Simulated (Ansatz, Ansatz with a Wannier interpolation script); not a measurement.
## ThTi2O6 (C2/m): what limits a Wannier interpolation of GW

How do the Wannier model and the GW settings move the interpolated bands of ThTi2O6 (C2/m)?

Main program and level: Ansatz 0.2.0; maximally localised Wannier functions, LDA, plane waves, PAW; PAW set soft_1.

This is a report of a sequence of runs, with most program output left out.

**1. The structure**

The structure is monoclinic, space group C2/m (No. 12). The conventional cell has a = 9.822 Å, b = 3.824 Å, c = 7.036 Å, α = 90.00°, β = 118.84°, γ = 90.00°. Nearest to Th lie 8 O at 2.32 to 2.84 Å. Ti has 6 O at 1.85 to 2.07 Å nearest. Nearest to O lie 3 Ti at 1.97 to 2.07 Å and 1 Th at 2.84 Å. O has 2 Ti at 1.85 to 2.06 Å and 1 Th at 2.32 Å nearest. Nearest to O lie 1 Ti at 1.87 Å and 2 Th at 2.33 Å. Farther neighbours and most contacts between anions are not listed.

Geometry: measured cell, ions relaxed with LDA. The runs that relaxed it are not among those shown. Spin-orbit coupling is left out unless a step names it.

**2. Wannier model on 8×8×4**

Localised functions give a small Hamiltonian that interpolates between mesh points at no cost.

The input, input.yaml:

```yaml
crystal:
  lattice:
    - [4.911, -1.912, 0.0]
    - [4.911, 1.912, 0.0]
    - [-3.3939224909, 0.0, 6.1633258981]
  atoms:
    - { symbol: Th, position: [0.0, 0.0, 0.0] }
    - { symbol: Ti, position: [0.8229617946, 0.8229617946, 0.3951004304] }
    - { symbol: Ti, position: [0.1770382054, 0.1770382054, 0.6048995696] }
    - { symbol: O, position: [0.2777663644, 0.2777663644, 0.4049395257] }
    - { symbol: O, position: [0.7222336356, 0.7222336356, 0.5950604743] }
    - { symbol: O, position: [0.9753566012, 0.9753566012, 0.3117359405] }
    - { symbol: O, position: [0.0246433988, 0.0246433988, 0.6882640595] }
    - { symbol: O, position: [0.6536963476, 0.6536963476, 0.1146411411] }
    - { symbol: O, position: [0.3463036524, 0.3463036524, 0.8853588589] }
kpoints:
  mp_grid: { grid: [4, 4, 2] }
hamiltonian:
  xc: lda
  pseudopotentials: { kind: paw, azcp: { folder: soft_1 }, xc_functional: pbe }
scf:
  occupations: { method: fixed }
  n_extra_bands: 61
output:
  wannier:
    kmesh: [8, 8, 4]
    projections:
      - { species: O, l: p, shell: 2 }
      - { species: Th, l: f, shell: 5 }
      - { species: Ti, l: d, shell: 3 }
    minimise: true
    write_hr: true
    seedname: w
    conv_tol: 1.0e-06
    max_iter: 20000
    stability_check: false
    disentanglement:
      window: [3.45, 16.81]
      frozen_window: [3.45, 13.81]
      conv_tol: 1.0e-08
```

Launch:

```bash
$ ansatz run input.yaml --threads 4 --pin off --max-ram 18432MiB --backend cpu --events-out ev --progress --plain --runs-dir out
```

The job ended after 4.1 min (4 threads of Arm Neoverse V2, shared host; peak memory 1.5 GiB).

Numbers from this step:

```
gauge-invariant spread     : 36.89 Å²
diagonal spread            : 0.01382 Å²
off-diagonal spread        : 1.904 Å²
total spread               : 38.80 Å²
least projectability       : 0.5208
localisation steps         : 7531
disentanglement steps      : 90
r.m.s. interpolation error : 3.18e-4 eV
r.m.s. error near the gap  : 3.77e-4 eV
```

Near the gap the model misses directly solved bands by 0.4 meV r.m.s. and by 6 meV at most in the window tested. This tests the starting bands, not the corrections carried with them.

**3. Wannier model on 4×4×2**

input.yaml: that of step 2 with these lines changed.

```diff
@@ -25,3 +25,3 @@
   wannier:
-    kmesh: [8, 8, 4]
+    kmesh: [4, 4, 2]
     projections:
```

Elapsed: 17 s, on 4 threads; peak memory 0.6 GiB.

This step gave:

```
gauge-invariant spread     : 33.07 Å²
diagonal spread            : 0.008782 Å²
off-diagonal spread        : 1.730 Å²
total spread               : 34.81 Å²
least projectability       : 0.5316
localisation steps         : 1886
disentanglement steps      : 27
r.m.s. interpolation error : 0.005061 eV
r.m.s. error near the gap  : 0.005607 eV
```

Near the gap the model misses directly solved bands by 5.6 meV r.m.s. and by 50 meV at most in the window tested. This tests the starting bands, not the corrections carried with them.

Frozen up to 5.78 eV; above it the model need not follow the bands. Electronic bands along the path, in eV, zero at the valence-band top; v1 is the highest filled band, c1 the lowest empty one:

| point | v4 | v3 | v2 | v1 | c1 | c2 | c3 | c4 |
| --- | --- | --- | --- | --- | --- | --- | --- | --- |
| Γ | -0.80 | -0.64 | -0.27 | -0.03 | 3.19 | 3.30 | 3.72 | 3.96 |
| halfway | -0.92 | -0.42 | -0.21 | -0.08 | 3.36 | 3.48 | 3.68 | 3.91 |
| C | -0.82 | -0.67 | -0.38 | -0.15 | 3.49 | 3.52 | 3.71 | 3.98 |
| jump to C2 | -0.82 | -0.67 | -0.38 | -0.15 | 3.49 | 3.52 | 3.71 | 3.98 |
| halfway | -0.64 | -0.63 | -0.22 | -0.09 | 3.31 | 3.46 | 3.78 | 3.80 |
| Y2 | -0.83 | -0.62 | -0.50 | -0.16 | 3.24 | 3.33 | 3.77 | 3.90 |
| halfway | -0.71 | -0.62 | -0.35 | -0.28 | 3.02 | 3.48 | 3.82 | 3.96 |
| Γ | -0.80 | -0.64 | -0.27 | -0.03 | 3.19 | 3.30 | 3.72 | 3.96 |
| halfway | -0.84 | -0.72 | -0.50 | -0.28 | 3.05 | 3.42 | 3.78 | 4.00 |
| M2 | -1.20 | -0.87 | -0.40 | -0.29 | 2.98 | 3.42 | 3.84 | 3.96 |
| halfway | -1.09 | -1.02 | -0.66 | -0.24 | 3.33 | 3.42 | 3.81 | 3.83 |
| D | -0.91 | -0.81 | -0.53 | -0.42 | 3.57 | 3.68 | 3.94 | 3.99 |
| jump to D2 | -0.91 | -0.81 | -0.53 | -0.42 | 3.57 | 3.68 | 3.94 | 3.99 |
| halfway | -0.95 | -0.60 | -0.49 | -0.30 | 3.50 | 3.52 | 3.73 | 3.85 |
| A | -0.83 | -0.75 | -0.67 | -0.21 | 3.05 | 3.48 | 3.88 | 3.90 |
| halfway | -0.79 | -0.69 | -0.40 | -0.26 | 3.10 | 3.41 | 3.79 | 3.94 |
| Γ | -0.80 | -0.64 | -0.27 | -0.03 | 3.19 | 3.30 | 3.72 | 3.96 |
| jump to L2 | -1.05 | -0.80 | -0.36 | -0.31 | 3.60 | 3.64 | 3.87 | 4.04 |
| halfway | -0.91 | -0.47 | -0.37 | -0.18 | 3.37 | 3.48 | 3.72 | 3.84 |
| Γ | -0.80 | -0.64 | -0.27 | -0.03 | 3.19 | 3.30 | 3.72 | 3.96 |
| halfway | -0.88 | -0.46 | -0.35 | -0.01 | 3.41 | 3.46 | 3.63 | 3.82 |
| V2 | -0.74 | -0.54 | -0.47 | -0.18 | 3.46 | 3.48 | 3.85 | 4.14 |

The same for Kohn-Sham, solved directly:

| point | v4 | v3 | v2 | v1 | c1 | c2 | c3 | c4 |
| --- | --- | --- | --- | --- | --- | --- | --- | --- |
| Γ | -0.80 | -0.64 | -0.27 | -0.03 | 3.19 | 3.30 | 3.72 | 3.96 |
| C | -0.81 | -0.67 | -0.38 | -0.15 | 3.49 | 3.52 | 3.71 | 3.99 |
| C2 | -0.81 | -0.67 | -0.38 | -0.15 | 3.49 | 3.52 | 3.71 | 3.99 |
| Y2 | -0.83 | -0.62 | -0.50 | -0.16 | 3.24 | 3.33 | 3.77 | 3.90 |
| Γ | -0.80 | -0.64 | -0.27 | -0.03 | 3.19 | 3.30 | 3.72 | 3.96 |
| M2 | -1.20 | -0.87 | -0.40 | -0.29 | 2.98 | 3.42 | 3.84 | 3.96 |
| D | -0.91 | -0.81 | -0.52 | -0.42 | 3.57 | 3.68 | 3.93 | 3.99 |
| D2 | -0.91 | -0.81 | -0.52 | -0.42 | 3.57 | 3.68 | 3.93 | 3.99 |
| A | -0.83 | -0.75 | -0.67 | -0.21 | 3.05 | 3.48 | 3.88 | 3.90 |
| Γ | -0.80 | -0.64 | -0.27 | -0.03 | 3.19 | 3.30 | 3.72 | 3.96 |
| L2 | -1.05 | -0.80 | -0.36 | -0.31 | 3.60 | 3.64 | 3.87 | 4.04 |
| Γ | -0.80 | -0.64 | -0.27 | -0.03 | 3.19 | 3.30 | 3.72 | 3.96 |
| V2 | -0.74 | -0.54 | -0.47 | -0.18 | 3.46 | 3.48 | 3.85 | 4.14 |

**4. A faulty Wannier input**

input.yaml: that of step 3 with these lines changed.

```diff
@@ -36,5 +36,2 @@
     stability_check: false
-    disentanglement:
-      window: [3.45, 16.81]
-      frozen_window: [3.45, 13.81]
-      conv_tol: 1.0e-08
+    disentanglement: { window: [3.45, 16.81] }
```

Run time: 21 s. Hardware: 4 threads; peak memory 0.6 GiB.

This step gave:

```
gauge-invariant spread     : 29.23 Å²
diagonal spread            : 0.004249 Å²
off-diagonal spread        : 0.8221 Å²
total spread               : 30.06 Å²
least projectability       : 0.5356
localisation steps         : 3075
disentanglement steps      : 78
r.m.s. interpolation error : 0.1029 eV
r.m.s. error near the gap  : 0.08716 eV
```

No frozen window. The electronic bands at the labelled points (eV, zero at the valence-band top; v1 is the highest filled band, c1 the lowest empty one):

| point | v4 | v3 | v2 | v1 | c1 | c2 | c3 | c4 |
| --- | --- | --- | --- | --- | --- | --- | --- | --- |
| Γ | -0.68 | -0.64 | -0.27 | -0.03 | 3.19 | 3.36 | 3.79 | 3.96 |
| halfway | -0.92 | -0.41 | -0.09 | -0.07 | 3.44 | 3.51 | 3.69 | 3.96 |
| C | -0.74 | -0.56 | -0.37 | -0.16 | 3.49 | 3.67 | 3.74 | 4.00 |
| jump to C2 | -0.74 | -0.56 | -0.37 | -0.16 | 3.49 | 3.67 | 3.74 | 4.00 |
| halfway | -0.54 | -0.53 | -0.22 | -0.10 | 3.35 | 3.47 | 3.81 | 3.89 |
| Y2 | -0.71 | -0.62 | -0.27 | -0.16 | 3.24 | 3.33 | 3.85 | 3.90 |
| halfway | -0.69 | -0.54 | -0.35 | -0.21 | 3.02 | 3.48 | 3.87 | 3.99 |
| Γ | -0.68 | -0.64 | -0.27 | -0.03 | 3.19 | 3.36 | 3.79 | 3.96 |
| halfway | -0.78 | -0.72 | -0.46 | -0.27 | 3.07 | 3.44 | 3.85 | 4.01 |
| M2 | -1.20 | -0.79 | -0.40 | -0.29 | 3.01 | 3.42 | 3.90 | 3.96 |
| halfway | -0.96 | -0.82 | -0.57 | -0.09 | 3.34 | 3.45 | 3.85 | 3.99 |
| D | -0.89 | -0.80 | -0.40 | -0.33 | 3.58 | 3.71 | 3.95 | 3.99 |
| jump to D2 | -0.89 | -0.80 | -0.40 | -0.33 | 3.58 | 3.71 | 3.95 | 3.99 |
| halfway | -0.81 | -0.59 | -0.46 | -0.26 | 3.52 | 3.53 | 3.76 | 3.92 |
| A | -0.83 | -0.70 | -0.67 | -0.21 | 3.05 | 3.48 | 3.91 | 3.93 |
| halfway | -0.71 | -0.66 | -0.40 | -0.22 | 3.11 | 3.43 | 3.83 | 3.96 |
| Γ | -0.68 | -0.64 | -0.27 | -0.03 | 3.19 | 3.36 | 3.79 | 3.96 |
| jump to L2 | -1.05 | -0.57 | -0.31 | -0.29 | 3.60 | 3.67 | 3.89 | 4.04 |
| halfway | -0.77 | -0.43 | -0.37 | -0.12 | 3.42 | 3.50 | 3.72 | 3.88 |
| Γ | -0.68 | -0.64 | -0.27 | -0.03 | 3.19 | 3.36 | 3.79 | 3.96 |
| halfway | -0.79 | -0.44 | -0.31 | 0.03 | 3.45 | 3.48 | 3.66 | 3.91 |
| V2 | -0.74 | -0.47 | -0.43 | -0.18 | 3.48 | 3.59 | 3.85 | 4.17 |

The same for Kohn-Sham, solved directly:

(Unchanged from step 3.)

The fault put into this input: nothing frozen.

**5. G0W0: 4×4×2 mesh, 482 empty bands, screening to 150 eV, PAW set soft_1 files**

Now the one-shot GW correction: screening in the RPA, then the self-energy of the levels asked for.

This step: G0W0 on LDA, plane waves, PAW; PAW set soft_1.

input.yaml, the sections that differ from step 4:

```yaml
scf:
  occupations: { method: fixed }
gw:
  n_empty_bands: 482
  ecut_chi: 150.0
  qp_bands: [v18, c11]
  screening: { model: contour_deformation }
# crystal, kpoints, hamiltonian: as in step 4
# output: removed
```

Wall time 15 min (4 threads); peak memory 2.1 GiB; 59 min of CPU time.

The G0W0 gap on the mesh is 4.827 eV.

**6. G0W0: 4×4×2 mesh, 224 empty bands, screening to 90 eV, PAW set soft_1 files**

input.yaml: that of step 5 with these lines changed.

```diff
@@ -23,4 +23,4 @@
 gw:
-  n_empty_bands: 482
-  ecut_chi: 150.0
+  n_empty_bands: 224
+  ecut_chi: 90
   qp_bands: [v18, c11]
```

It took 3.3 min on 4 threads; peak memory 0.92 GiB; 13 min of CPU time.

The G0W0 gap on the mesh is 4.805 eV.

**7. G0W0: 4×4×2 mesh, 482 empty bands, screening to 150 eV, plasmon pole, PAW set soft_1 files**

input.yaml: that of step 6 with these lines changed.

```diff
@@ -23,5 +23,5 @@
 gw:
-  n_empty_bands: 224
-  ecut_chi: 90
+  n_empty_bands: 482
+  ecut_chi: 150.0
   qp_bands: [v18, c11]
-  screening: { model: contour_deformation }
+  screening: { model: godby_needs }
```

Wall time 36 min (4 threads); peak memory 2.1 GiB; 2.4 h of CPU time.

The G0W0 gap on the mesh is 4.895 eV.

**8. Interpolated results**

Times are wall times on 4 threads of Arm Neoverse V2, shared host, good to a factor of about two.

| GW mesh | empty bands | cutoff (eV) | frequency | gap on mesh (eV) | gap over zone (eV) | direct gap (eV) | valence width (eV) | GW time |
| --- | --- | --- | --- | --- | --- | --- | --- | --- |
| 4×4×2 | 482 | 150 | contour deformation | 4.827 | 4.801 | 5.052 | 4.460 | 15 min |
| 4×4×2 | 224 | 90 | contour deformation | 4.805 | 4.782 | 5.030 | 4.590 | 3.3 min |
| 4×4×2 | 482 | 150 | plasmon pole | 4.895 | 4.866 | 5.124 | 4.818 | 36 min |

**9. What came out**

| Item | Value |
| --- | --- |
| 4×4×2 mesh, 482 empty bands, screening to 150 eV, PAW set soft_1 files | 4.80 eV |
| 4×4×2 mesh, 224 empty bands, screening to 90 eV, PAW set soft_1 files | 4.78 eV |
| 4×4×2 mesh, 482 empty bands, screening to 150 eV, plasmon pole, PAW set soft_1 files | 4.87 eV |

In words: The largest change, +0.06 eV in the gap over the zone, comes with 4×4×2 mesh, 482 empty bands, screening to 150 eV, plasmon pole, PAW set soft_1 files. The first run is a reference, not a converged one, and where a row moves several settings no single cause can be named. Coarser Wannier mesh (4×4×2): the miss near the gap goes from under 1 (the model on 8×8×4) to 6 meV and the total spread from 38.8 to 34.8 Å². Nothing frozen (4×4×2): the miss near the gap goes from 6 (the model on 4×4×2) to 87 meV and the total spread from 34.8 to 30.1 Å². With 4×4×2 mesh, 224 empty bands, screening to 90 eV, PAW set soft_1 files the gap over the zone moves by −0.02 eV and that on the mesh by −0.02 eV. With 4×4×2 mesh, 482 empty bands, screening to 150 eV, plasmon pole, PAW set soft_1 files the gap over the zone moves by +0.06 eV and that on the mesh by +0.07 eV. Gaps over the zone and on the mesh differ where an edge lies off the mesh, or where a GW run starts from another density: the starting gap over the zone is 2.954 eV, on the GW meshes it is 2.982 eV. The 4×4×2 mesh is coarse for this cell (its supercell is 14 Å along the shortest edge). The RPA ε∞ on it, from the LDA start, is 5.11 and 5.58; such meshes misread the long-range screening, most where the gap is narrow. The compound holds f electrons or empty f levels, where one-shot G0W0 is unsure. The many-body steps are scalar-relativistic: spin-orbit coupling is not in them.

[Paths, hosts, dates, memory and timing lines, banners, echoed tables and standing remarks are left out of the program output.]

[Logs are printed without paths, hosts, clocks, repeated set-up lines and the standing remarks that a program may print on its own settings, such as how far it seeks lower states.]

[Runs of the session that timed out or met a known fault of the program may be left out.]

[Hosts, paths, dates, database ids (printed as entryN), source tags and the programs' standing remarks are cut or masked in the printed files.]
